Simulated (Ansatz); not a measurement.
# Decaying states in the gap of BaCa2As2, part 2 of 2

Aim: relax a made-up compound, BaCa2As2, and see how good a tunnel barrier it would be. It is built by putting Ca for Mg in the BaMg2As2 structure of space group P-3m1, with the volume rescaled by atomic radii. The parent structure comes from the Materials Project.

Ansatz 0.2.0; r2SCAN DFT, plane waves, PAW files (the session's first sound run).

So far, gap on the k-mesh (eV): step 3 (the bulk crystal and its band edges, r2SCAN) 1.77; step 7 (PBE, cutoff 420 eV) 1.44.

The structure was built from a prototype and need not be the compound's stable phase.

## 8. Complex bands at another level, cutoff 420 eV

This step: PBE DFT, plane waves, PAW files; complex bands by layer matching along the plane's normal (Ansatz 0.2.0).

The complex bands at that level, over its own gap, at (0, 0) and (-0.5, 0).

input.yaml

```yaml
crystal:
  lattice:
    - [4.872631128, 0.0, 0.0]
    - [2.436315564, 4.21982234, 0.0]
    - [0.0, 0.0, 8.009966315]
  atoms:
    - { symbol: Ba, position: [0.0, 0.0, 0.0] }
    - { symbol: Ca, position: [0.3333333333, 0.3333333333, 0.3625316048] }
    - { symbol: Ca, position: [0.6666666667, 0.6666666667, 0.6374683952] }
    - { symbol: As, position: [0.3333333333, 0.3333333333, 0.7431281413] }
    - { symbol: As, position: [0.6666666667, 0.6666666667, 0.2568718587] }
kpoints:
  mp_grid: { grid: [6, 6, 4] }
scf:
  occupations: { method: fixed }
hamiltonian:
  xc: pbe
output:
  eigenvalues: true
  transmission:
    leads: [[0, 0]]
    kpoints: [[0.0, 0.0], [-0.5, 0.0]]
    e_range: [-1.0, 2.44]
    de: 0.09
```

The run is started by

```sh
$ ansatz run input.yaml --threads 2 --pin off --max-ram 4096MiB --backend cpu --events-out ev --progress --plain --runs-dir out
```

It took 9.6 s on 2 threads of AMD EPYC 9R45, shared host; peak memory 0.69 GiB; 14 s of CPU time.

This step gave:

```yaml
level_to_which_the_leads_are_filled: 0.7195 eV from the Fermi level
decay_constant_at_the_filling_level_zone_centre: 0.1486 Å⁻¹
decay_constant_at_the_filling_level_slowest_listed_point: 0.1486 Å⁻¹
```

K parallel (0, 0); values up to 1.5 1/Å, a degenerate pair printed once or twice; energies at which all values exceed this have no row. The Im kz of the slowest decaying states by energy, zero at the highest filled level on the SCF mesh:

| energy (eV) | decay 1 (Å⁻¹) | decay 2 (Å⁻¹) | decay 3 (Å⁻¹) | decay 4 (Å⁻¹) |
| --- | --- | --- | --- | --- |
| -1.00 | 0.0207 | 0.458 | 0.719 | 0.888 |
| -0.82 | 0.351 | 0.707 | 0.863 | - |
| -0.73 | 0.272 | 0.701 | 0.850 | - |
| -0.55 | 0.688 | 0.824 | - | - |
| -0.46 | 0.110 | 0.682 | 0.811 | - |
| -0.28 | 0.124 | 0.668 | 0.783 | - |
| -0.19 | 0.661 | 0.769 | 1.50 | - |
| -0.01 | 0.185 | 0.647 | 0.741 | 1.48 |
| 0.08 | 0.0653 | 0.269 | 0.639 | 0.726 |
| 0.26 | 0.110 | 0.362 | 0.624 | 0.697 |
| 0.35 | 0.123 | 0.394 | 0.616 | 0.682 |
| 0.53 | 0.140 | 0.440 | 0.599 | 0.652 |
| 0.62 | 0.145 | 0.457 | 0.591 | 0.637 |
| 0.80 | 0.151 | 0.482 | 0.573 | 0.606 |
| 0.89 | 0.151 | 0.492 | 0.563 | 0.591 |
| 1.07 | 0.149 | 0.505 | 0.544 | 0.560 |
| 1.16 | 0.146 | 0.509 | 0.534 | 0.543 |
| 1.34 | 0.136 | 0.510 | 0.512 | 0.513 |
| 1.43 | 0.129 | 0.492 | 0.501 | 0.514 |
| 1.61 | 0.108 | 0.454 | 0.478 | 0.512 |
| 1.70 | 0.0935 | 0.433 | 0.465 | 0.509 |
| 1.88 | 0.0443 | 0.388 | 0.439 | 0.502 |
| 1.97 | 0.363 | 0.425 | 0.497 | 1.33 |
| 2.15 | 0.305 | 0.394 | 0.485 | 1.32 |
| 2.24 | 0.270 | 0.378 | 0.477 | 1.31 |
| 2.42 | 0.175 | 0.341 | 0.461 | 1.29 |

K parallel (-0.5, 0); values up to 1.5 1/Å, a degenerate pair printed once or twice; energies at which all values exceed this have no row. Im kz of the slowest decaying states against energy, zero at the highest filled level on the SCF mesh:

| energy (eV) | decay 1 (Å⁻¹) | decay 2 (Å⁻¹) | decay 3 (Å⁻¹) | decay 4 (Å⁻¹) |
| --- | --- | --- | --- | --- |
| -1.00 | 0.104 | 0.276 | 0.645 | 0.815 |
| -0.82 | 0.0984 | 0.266 | 0.578 | 0.751 |
| -0.64 | 0.219 | 0.479 | 0.691 | 0.937 |
| -0.46 | 0.233 | 0.633 | 0.887 | 1.08 |
| -0.28 | 0.143 | 0.343 | 0.576 | 0.826 |
| -0.10 | 0.150 | 0.256 | 0.275 | 0.518 |
| -0.01 | 0.205 | 0.308 | 0.386 | 0.488 |
| 0.17 | 0.307 | 0.346 | 0.411 | 0.634 |
| 0.35 | 0.362 | 0.364 | 0.612 | 0.723 |
| 0.53 | 0.362 | 0.365 | 0.602 | 0.764 |
| 0.71 | 0.349 | 0.365 | 0.593 | 0.786 |
| 0.89 | 0.321 | 0.364 | 0.582 | 0.798 |
| 1.07 | 0.276 | 0.362 | 0.569 | 0.803 |
| 1.25 | 0.203 | 0.362 | 0.554 | 0.803 |
| 1.43 | 0.0450 | 0.360 | 0.536 | 0.800 |
| 1.52 | 0.358 | 0.525 | 0.798 | 0.906 |
| 1.70 | 0.351 | 0.503 | 0.790 | 0.885 |
| 1.88 | 0.341 | 0.477 | 0.781 | 0.864 |
| 2.06 | 0.0750 | 0.326 | 0.446 | 0.769 |
| 2.24 | 0.0622 | 0.307 | 0.410 | 0.756 |
| 2.42 | 0.285 | 0.367 | 0.741 | 0.795 |

At the listed wavevectors the last open channel is at -0.01 eV and the next at +1.52 eV on the grid. At +0.71 eV, the grid energy nearest the filling level (the middle of the gap on the SCF mesh), the slowest state at the listed wavevectors decays with κ = 0.149 Å⁻¹, its amplitude falling by e over 6.7 Å; the first such run, plane (001), gave 0.179 Å⁻¹ over as many of its listed wavevectors.

## 9. A check of the settings

This step: r2SCAN DFT, plane waves, PAW files; complex bands by layer matching along the plane's normal; changed: basis.ecutrho_ratio = 9, accuracy = "medium", kpoints.mp_grid.shift = [0.5, 0.5, 0.5] (Ansatz 0.2.0).

This run repeats an earlier one, its twin (the complex run, plane (001)), with three settings changed (kpoints.mp_grid.shift, basis.ecutrho_ratio, accuracy; files written aside). It is meant to test whether the SCF mesh is converged, whether the cutoff of the density is converged and how the run responds. Where the input is shown as a difference, that is against the step before, not the twin.

input.yaml, the sections that differ from step 8:

```yaml
kpoints:
  mp_grid: { grid: [6, 6, 4], shift: [0.5, 0.5, 0.5] }
hamiltonian:
  xc: r2scan
output:
  eigenvalues: true
  transmission:
    leads: [[0, 0]]
    kpoints: [[0.0, 0.0], [-0.5, 0.0], [0.5, 0.0]]
    e_range: [-1.0, 2.77]
    de: 0.09
basis:
  ecutrho_ratio: 9
accuracy: medium
# crystal, scf: as in step 8
```

Elapsed: 16 s, on 2 threads; peak memory 1.6 GiB.

Numbers from this step:

* free energy: -19344.0597 eV
* Fermi energy: 5.930 eV
* gap on the k-mesh: 1.918 eV
* level to which the leads are filled: 0.9588 eV from the Fermi level
* decay constant at the filling level, zone centre: 0.1795 Å⁻¹
* decay constant at the filling level, slowest listed point: 0.1795 Å⁻¹

K parallel (0, 0); values up to 1.5 1/Å, a degenerate pair printed once or twice; energies at which all values exceed this have no row. Table of Im kz of the slowest decaying states by energy, zero at the highest filled level on the SCF mesh:

| energy (eV) | decay 1 (Å⁻¹) | decay 2 (Å⁻¹) | decay 3 (Å⁻¹) | decay 4 (Å⁻¹) |
| --- | --- | --- | --- | --- |
| -1.00 | 0.0589 | 0.486 | 0.750 | 0.930 |
| -0.82 | 0.394 | 0.739 | 0.908 | - |
| -0.73 | 0.331 | 0.331 | 0.733 | 0.896 |
| -0.55 | 0.0382 | 0.0382 | 0.722 | 0.873 |
| -0.37 | 0.127 | 0.710 | 0.849 | - |
| -0.28 | 0.148 | 0.704 | 0.836 | - |
| -0.10 | 0.691 | 0.811 | - | - |
| -0.01 | 0.684 | 0.798 | - | - |
| 0.17 | 0.0785 | 0.282 | 0.671 | 0.772 |
| 0.35 | 0.124 | 0.371 | 0.371 | 0.656 |
| 0.44 | 0.139 | 0.402 | 0.649 | 0.731 |
| 0.62 | 0.159 | 0.448 | 0.448 | 0.634 |
| 0.80 | 0.172 | 0.481 | 0.481 | 0.618 |
| 0.89 | 0.176 | 0.493 | 0.610 | 0.662 |
| 1.07 | 0.182 | 0.513 | 0.513 | 0.593 |
| 1.25 | 0.183 | 0.526 | 0.575 | 0.604 |
| 1.34 | 0.182 | 0.530 | 0.530 | 0.566 |
| 1.52 | 0.177 | 0.535 | 0.547 | 0.559 |
| 1.70 | 0.169 | 0.527 | 0.527 | 0.527 |
| 1.79 | 0.164 | 0.510 | 0.510 | 0.516 |
| 1.97 | 0.149 | 0.474 | 0.494 | 0.533 |
| 2.06 | 0.140 | 0.455 | 0.482 | 0.530 |
| 2.24 | 0.116 | 0.413 | 0.458 | 0.522 |
| 2.42 | 0.0782 | 0.365 | 0.431 | 0.511 |
| 2.51 | 0.0455 | 0.338 | 0.417 | 0.505 |
| 2.69 | 0.274 | 0.386 | 0.490 | 1.30 |

K parallel (-0.5, 0); values up to 1.5 1/Å, a degenerate pair printed once or twice; energies at which all values exceed this have no row. Table of Im kz of the slowest decaying states by energy, zero at the highest filled level on the SCF mesh:

| energy (eV) | decay 1 (Å⁻¹) | decay 2 (Å⁻¹) | decay 3 (Å⁻¹) | decay 4 (Å⁻¹) |
| --- | --- | --- | --- | --- |
| -1.00 | 0.0806 | 0.274 | 0.692 | 0.822 |
| -0.82 | 0.104 | 0.276 | 0.636 | 0.765 |
| -0.64 | 0.0707 | 0.245 | 0.558 | 0.712 |
| -0.46 | 0.144 | 0.415 | 0.660 | 0.901 |
| -0.28 | 0.342 | 0.609 | 0.832 | 1.10 |
| -0.10 | 0.0839 | 0.256 | 0.437 | 0.558 |
| -0.01 | 0.139 | 0.162 | 0.299 | 0.532 |
| 0.08 | 0.214 | 0.330 | 0.505 | 0.576 |
| 0.26 | 0.307 | 0.369 | 0.438 | 0.602 |
| 0.44 | 0.379 | 0.389 | 0.607 | 0.791 |
| 0.62 | 0.382 | 0.395 | 0.609 | 0.820 |
| 0.80 | 0.383 | 0.391 | 0.608 | 0.836 |
| 1.07 | 0.366 | 0.382 | 0.600 | 0.847 |
| 1.25 | 0.335 | 0.380 | 0.591 | 0.848 |
| 1.43 | 0.289 | 0.379 | 0.580 | 0.846 |
| 1.61 | 0.220 | 0.378 | 0.566 | 0.842 |
| 1.79 | 0.103 | 0.377 | 0.549 | 0.835 |
| 1.97 | 0.372 | 0.530 | 0.826 | 0.914 |
| 2.15 | 0.365 | 0.508 | 0.816 | 0.894 |
| 2.33 | 0.0112 | 0.354 | 0.483 | 0.804 |
| 2.51 | 0.0704 | 0.341 | 0.453 | 0.790 |
| 2.69 | 0.0430 | 0.324 | 0.419 | 0.775 |

K parallel (0.5, 0); values up to 1.5 1/Å, a degenerate pair printed once or twice; energies at which all values exceed this have no row. Im kz of the slowest decaying states against energy, zero at the highest filled level on the SCF mesh:

| energy (eV) | decay 1 (Å⁻¹) | decay 2 (Å⁻¹) | decay 3 (Å⁻¹) | decay 4 (Å⁻¹) |
| --- | --- | --- | --- | --- |
| -1.00 | 0.0806 | 0.274 | 0.692 | 0.822 |
| -0.73 | 0.0952 | 0.265 | 0.601 | 0.738 |
| -0.46 | 0.144 | 0.415 | 0.660 | 0.901 |
| -0.19 | 0.187 | 0.422 | 0.583 | 0.786 |
| -0.01 | 0.139 | 0.162 | 0.299 | 0.532 |
| 0.08 | 0.214 | 0.330 | 0.505 | 0.576 |
| 0.35 | 0.376 | 0.381 | 0.605 | 0.768 |
| 0.62 | 0.382 | 0.395 | 0.609 | 0.820 |
| 0.80 | 0.383 | 0.391 | 0.608 | 0.836 |
| 1.07 | 0.366 | 0.382 | 0.600 | 0.847 |
| 1.34 | 0.314 | 0.379 | 0.586 | 0.848 |
| 1.61 | 0.220 | 0.378 | 0.566 | 0.842 |
| 1.88 | 0.375 | 0.540 | 0.831 | 0.923 |
| 2.15 | 0.365 | 0.508 | 0.816 | 0.894 |
| 2.42 | 0.0598 | 0.348 | 0.469 | 0.797 |
| 2.69 | 0.0430 | 0.324 | 0.419 | 0.775 |

The filling level or the zero moved, so the decay constant is read at +0.98 eV here and at +0.89 eV in the twin, and the two can't be compared directly.

## 10. The same cell, other settings: output.transmission.temperature = 200.0

This step: r2SCAN DFT, plane waves, PAW files; complex bands by layer matching along the plane's normal; changed: output.transmission.temperature = 200.0 (Ansatz 0.2.0).

This run repeats an earlier one, its twin (the complex run, plane (001)), with one setting changed (output.transmission.temperature; files written aside). It is meant to test how the leads' temperature enters. Where the input is shown as a difference, that is against the step before, not the twin.

input.yaml, as its differences from that of step 9:

```diff
@@ -12,3 +12,3 @@
 kpoints:
-  mp_grid: { grid: [6, 6, 4], shift: [0.5, 0.5, 0.5] }
+  mp_grid: { grid: [6, 6, 4] }
 scf:
@@ -24,4 +24,2 @@
     de: 0.09
-basis:
-  ecutrho_ratio: 9
-accuracy: medium
+    temperature: 200.0
```

The job ended after 13 s (2 threads; peak memory 1 GiB).

Numbers from this step:

- free energy: -19344.0593 eV
- Fermi energy: 6.001 eV
- gap on the k-mesh: 1.767 eV
- level to which the leads are filled: 0.8834 eV from the Fermi level
- decay constant at the filling level, zone centre: 0.1790 Å⁻¹
- decay constant at the filling level, slowest listed point: 0.179 Å⁻¹

K parallel (0, 0); values up to 1.5 1/Å, a degenerate pair printed once or twice; energies at which all values exceed this have no row. Im kz of the slowest decaying states against energy, zero at the highest filled level on the SCF mesh:

| energy (eV) | decay 1 (Å⁻¹) | decay 2 (Å⁻¹) | decay 3 (Å⁻¹) | decay 4 (Å⁻¹) |
| --- | --- | --- | --- | --- |
| -1.00 | 0.0434 | 0.453 | 0.745 | 0.921 |
| -0.82 | 0.345 | 0.734 | 0.899 | - |
| -0.73 | 0.265 | 0.729 | 0.887 | - |
| -0.55 | 0.717 | 0.863 | - | - |
| -0.37 | 0.149 | 0.705 | 0.839 | - |
| -0.28 | 0.123 | 0.699 | 0.826 | - |
| -0.10 | 0.685 | 0.801 | - | - |
| -0.01 | 0.185 | 0.679 | 0.788 | 1.50 |
| 0.17 | 0.101 | 0.324 | 0.665 | 0.761 |
| 0.35 | 0.136 | 0.396 | 0.651 | 0.734 |
| 0.44 | 0.148 | 0.422 | 0.643 | 0.720 |
| 0.62 | 0.165 | 0.462 | 0.628 | 0.693 |
| 0.80 | 0.176 | 0.491 | 0.612 | 0.665 |
| 0.89 | 0.179 | 0.502 | 0.603 | 0.651 |
| 1.07 | 0.182 | 0.518 | 0.586 | 0.622 |
| 1.25 | 0.182 | 0.529 | 0.568 | 0.593 |
| 1.34 | 0.180 | 0.533 | 0.559 | 0.577 |
| 1.52 | 0.174 | 0.536 | 0.539 | 0.546 |
| 1.70 | 0.165 | 0.513 | 0.518 | 0.536 |
| 1.79 | 0.158 | 0.496 | 0.507 | 0.535 |
| 1.97 | 0.142 | 0.459 | 0.485 | 0.530 |
| 2.06 | 0.131 | 0.439 | 0.473 | 0.527 |
| 2.24 | 0.103 | 0.395 | 0.447 | 0.518 |
| 2.42 | 0.0539 | 0.344 | 0.420 | 0.506 |
| 2.51 | 0.314 | 0.405 | 0.499 | 1.31 |
| 2.69 | 0.242 | 0.372 | 0.484 | 1.30 |

K parallel (-0.5, 0); values up to 1.5 1/Å, a degenerate pair printed once or twice; energies at which all values exceed this have no row. Im kz of the slowest decaying states against energy, zero at the highest filled level on the SCF mesh:

| energy (eV) | decay 1 (Å⁻¹) | decay 2 (Å⁻¹) | decay 3 (Å⁻¹) | decay 4 (Å⁻¹) |
| --- | --- | --- | --- | --- |
| -1.00 | 0.0980 | 0.278 | 0.672 | 0.798 |
| -0.82 | 0.0980 | 0.268 | 0.608 | 0.744 |
| -0.73 | 0.0776 | 0.250 | 0.568 | 0.717 |
| -0.55 | 0.162 | 0.437 | 0.665 | 0.907 |
| -0.37 | 0.308 | 0.614 | 0.840 | 1.10 |
| -0.28 | 0.167 | 0.412 | 0.589 | 0.797 |
| -0.10 | 0.150 | 0.291 | 0.336 | 0.537 |
| -0.01 | 0.205 | 0.324 | 0.510 | 0.539 |
| 0.17 | 0.297 | 0.366 | 0.447 | 0.602 |
| 0.35 | 0.379 | 0.387 | 0.606 | 0.786 |
| 0.44 | 0.381 | 0.393 | 0.608 | 0.804 |
| 0.62 | 0.383 | 0.394 | 0.609 | 0.827 |
| 0.80 | 0.383 | 0.386 | 0.606 | 0.840 |
| 0.89 | 0.378 | 0.382 | 0.604 | 0.844 |
| 1.07 | 0.355 | 0.381 | 0.597 | 0.848 |
| 1.25 | 0.319 | 0.380 | 0.587 | 0.848 |
| 1.34 | 0.294 | 0.379 | 0.581 | 0.846 |
| 1.52 | 0.228 | 0.378 | 0.567 | 0.842 |
| 1.70 | 0.120 | 0.377 | 0.551 | 0.836 |
| 1.79 | 0.375 | 0.542 | 0.832 | 0.925 |
| 1.97 | 0.370 | 0.522 | 0.822 | 0.906 |
| 2.06 | 0.366 | 0.510 | 0.817 | 0.896 |
| 2.24 | 0.356 | 0.485 | 0.805 | 0.876 |
| 2.42 | 0.0696 | 0.342 | 0.457 | 0.792 |
| 2.51 | 0.0683 | 0.334 | 0.441 | 0.784 |
| 2.69 | 0.317 | 0.404 | 0.769 | 0.821 |

K parallel (0.5, 0); values up to 1.5 1/Å, a degenerate pair printed once or twice; energies at which all values exceed this have no row. Table of Im kz of the slowest decaying states by energy, zero at the highest filled level on the SCF mesh:

| energy (eV) | decay 1 (Å⁻¹) | decay 2 (Å⁻¹) | decay 3 (Å⁻¹) | decay 4 (Å⁻¹) |
| --- | --- | --- | --- | --- |
| -1.00 | 0.0980 | 0.278 | 0.672 | 0.798 |
| -0.82 | 0.0980 | 0.268 | 0.608 | 0.744 |
| -0.64 | 0.219 | 0.515 | 0.691 | 0.934 |
| -0.46 | 0.266 | 0.640 | 0.876 | 1.11 |
| -0.28 | 0.167 | 0.412 | 0.589 | 0.797 |
| -0.10 | 0.150 | 0.291 | 0.336 | 0.537 |
| -0.01 | 0.205 | 0.324 | 0.510 | 0.539 |
| 0.08 | 0.251 | 0.348 | 0.482 | 0.601 |
| 0.26 | 0.376 | 0.379 | 0.604 | 0.762 |
| 0.44 | 0.381 | 0.393 | 0.608 | 0.804 |
| 0.62 | 0.383 | 0.394 | 0.609 | 0.827 |
| 0.80 | 0.383 | 0.386 | 0.606 | 0.840 |
| 1.07 | 0.355 | 0.381 | 0.597 | 0.848 |
| 1.25 | 0.319 | 0.380 | 0.587 | 0.848 |
| 1.43 | 0.264 | 0.379 | 0.574 | 0.845 |
| 1.61 | 0.183 | 0.378 | 0.559 | 0.839 |
| 1.79 | 0.375 | 0.542 | 0.832 | 0.925 |
| 1.97 | 0.370 | 0.522 | 0.822 | 0.906 |
| 2.15 | 0.361 | 0.498 | 0.811 | 0.886 |
| 2.33 | 0.0554 | 0.349 | 0.472 | 0.799 |
| 2.51 | 0.0683 | 0.334 | 0.441 | 0.784 |
| 2.69 | 0.317 | 0.404 | 0.769 | 0.821 |

The temperature enters the conductance and not T(E) itself. No conductance was computed here for it to change.

## 11. Summary of results

- band gap: 1.77 eV
- least decay constant at mid-gap, normal to (001): 0.179 Å⁻¹
- least decay constant at mid-gap, normal to (100): 0.211 Å⁻¹
- least decay constant on a mesh, normal to (001): 0.179 Å⁻¹
- least decay constant, PBE: 0.149 Å⁻¹

**Reading.** With r2SCAN, the slowest decay at the wavevectors tried is κ = 0.179 Å⁻¹, normal to (001). Through such a film the transmission near mid-gap falls as exp(−2κd), a factor of ten every 6.4 Å. The decay depends on direction: 1.2 times faster normal to (100). A free electron under a barrier of half the gap would need a mass of 0.14 mₑ to decay at this rate. With PBE the gap goes from 1.77 to 1.44 eV and the decay constant, over the first 2 listed wavevectors, from 0.179 to 0.149 Å⁻¹. The compound is made up by substitution; its stability against other phases and against distortions of the cell's symmetry was not tested. r2SCAN still narrows gaps, if less than LDA and GGA do, so real decay constants are likely larger.

[Logs are printed without paths, hosts, clocks, repeated set-up lines and the standing remarks that a program may print on its own settings, such as how far it seeks lower states.]

[Hosts, paths, dates, database ids (printed as entryN), source tags and the programs' standing remarks are cut or masked in the printed files.]
